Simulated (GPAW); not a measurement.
## Ballistic transport through an Os chain with two Cl atoms in line, cheap and dear: single-zeta polarised basis

GPAW 26.7.0; GPAW LCAO, PAW setups; Landauer transmission from Green's functions with principal layers (ASE), zero bias.

One radial function a shell plus polarisation makes the matrices smaller; the question is what that costs.

run.py reads:

```python
import json
import numpy as np
from ase import Atoms
from ase.transport.calculators import TransportCalculator
from gpaw import GPAW, FermiDirac
from gpaw.lcao.tools import get_lcao_hamiltonian
from scipy.linalg import eigh

# The junction with lead layers at both ends, along the third cell vector
device = Atoms(
    ['Os', 'Os', 'Os', 'Os', 'Os', 'Os', 'Os', 'Cl', 'Cl', 'Os', 'Os', 'Os', 'Os', 'Os', 'Os', 'Os'],
    positions=[
        [4.50000, 4.50000, 1.14000],
        [4.50000, 4.50000, 3.42000],
        [4.50000, 4.50000, 5.70000],
        [4.50000, 4.50000, 7.98000],
        [4.50000, 4.50000, 10.26000],
        [4.50000, 4.50000, 12.54000],
        [4.50000, 4.50000, 14.82000],
        [4.50000, 4.50000, 16.84360],
        [4.50000, 4.50000, 18.78360],
        [4.50000, 4.50000, 20.80720],
        [4.50000, 4.50000, 23.08720],
        [4.50000, 4.50000, 25.36720],
        [4.50000, 4.50000, 27.64720],
        [4.50000, 4.50000, 29.92720],
        [4.50000, 4.50000, 32.20720],
        [4.50000, 4.50000, 34.48720]],
    cell=[[9.0, 0.0, 0.0], [0.0, 9.0, 0.0], [0.0, 0.0, 35.6272]],
    pbc=True)

# One principal layer of the lead: the first 5 atoms of the device
lead = Atoms(
    ['Os', 'Os', 'Os', 'Os', 'Os'],
    positions=[
        [4.50000, 4.50000, 1.14000],
        [4.50000, 4.50000, 3.42000],
        [4.50000, 4.50000, 5.70000],
        [4.50000, 4.50000, 7.98000],
        [4.50000, 4.50000, 10.26000]],
    cell=[[9.0, 0.0, 0.0], [0.0, 9.0, 0.0], [0.0, 0.0, 11.4]],
    pbc=True)

settings = dict(mode='lcao', basis='szp(dzp)', xc='PBE', h=0.2,
                occupations=FermiDirac(0.1), maxiter=250,
                mixer=dict(beta=0.1, nmaxold=8, weight=100.0),
                convergence=dict(density=0.0001))
energies = np.arange(-2, 2 + 1e-9, 0.05)
eta = 0.0001
n1, n2 = 1, 1
# k and -k transmit alike, so half of the mesh across the current serves
mesh = [(i, j) for i in range(n1) for j in range(n2) if (i, j) <= (-i % n1, -j % n2)]
weights = np.array([1 if (i, j) == (-i % n1, -j % n2) else 2 for i, j in mesh]) / (n1 * n2)

# [... helper functions left out ...]
fermi_lead = ground_state(lead, (1, 1, 10), 'lead.txt')
fermi_device = ground_state(device, (1, 1, 2), 'device.txt')
# [... loop over the mesh left out, but for ...]
        # Shift the lead onto the potential of the device's first layer
        shift = ((H[:, 0, 0] - H0[:, 0, 0]) / S0[0, 0]).real.mean()
# [...]
kT = 8.617333e-5 * 77
bias = [0.1, 0.2, 0.5, 1.0, 1.5, 2.0]
# [... integrals and printing left out ...]
```

On the command line:

```console
$ OMP_NUM_THREADS=1 OPENBLAS_NUM_THREADS=1 python run.py
```

**Question.** What does this run give for the conductance; and current through one cell, from the zero-bias transmission against bias?

Each channel passes at most one electron wave, so a value between whole numbers means that at least one channel is partly reflected. Current over bias at the lowest bias computed gives the conductance there: 124 μS, or 1.60 G₀ with G₀ = 2e²/h = 77.5 μS.

Numbers from this step:

| Property | Result |
| --- | --- |
| conductance | 1.604 G₀ |
| largest misfit of the first principal layer | 0.1747 eV |
| shift that aligns the lead | 0.006150 eV |
| basis functions of the junction | 228 |
| basis functions of a principal layer | 75 |
| transmission at the Fermi level (one spin) | 1.604 |

One spin. The transmission, zone mean by energy, zero at the Fermi level:

| energy (eV) | transmission, zone mean |
| --- | --- |
| -2.000 | 1.51 |
| -1.800 | 1.53 |
| -1.600 | 1.55 |
| -1.400 | 1.56 |
| -1.200 | 1.56 |
| -1.000 | 1.56 |
| -0.800 | 1.57 |
| -0.600 | 1.58 |
| -0.400 | 1.60 |
| -0.200 | 1.62 |
| 0.000 | 1.60 |
| 0.200 | 1.56 |
| 0.400 | 1.49 |
| 0.600 | 1.40 |
| 0.800 | 1.31 |
| 1.000 | 1.21 |
| 1.200 | 1.07 |
| 1.400 | 0.986 |
| 1.600 | 0.926 |
| 1.800 | 0.852 |
| 2.000 | 0.754 |

Not self-consistent under bias; the bias window is split evenly. Current through one cell, from the zero-bias transmission against bias:

```csv
bias (V),"current through one cell, from the zero-bias transmission (μA)"
0.100,12.4
0.200,24.8
0.500,61.8
1.000,122
1.500,179
2.000,234
```

Transmission of the three most open eigenchannels against energy, zero at the Fermi level:

```
energy (eV)  channel 1  channel 2 = channel 3
     -2.000      0.966                  0.274
     -1.800      0.957                  0.288
     -1.600      0.955                  0.297
     -1.400      0.954                  0.302
     -1.200      0.950                  0.305
     -1.000      0.942                  0.310
     -0.800      0.931                  0.319
     -0.600      0.919                  0.332
     -0.400      0.908                  0.348
     -0.200      0.897                  0.360
      0.000      0.882                  0.361
      0.200      0.863                  0.348
      0.400      0.840                  0.323
      0.600      0.815                  0.294
      0.800      0.779                  0.267
      1.000      0.722                  0.244
      1.200      0.617                  0.224
      1.400      0.581                  0.203
      1.600      0.575                  0.176
      1.800      0.570                  0.141
      2.000      0.566                 0.0940
```

[Logs are printed without paths, hosts, clocks, repeated set-up lines and the standing remarks that a program may print on its own settings, such as how far it seeks lower states.]

[Hosts, paths, dates, database ids (printed as entryN), source tags and the programs' standing remarks are cut or masked in the printed files.]
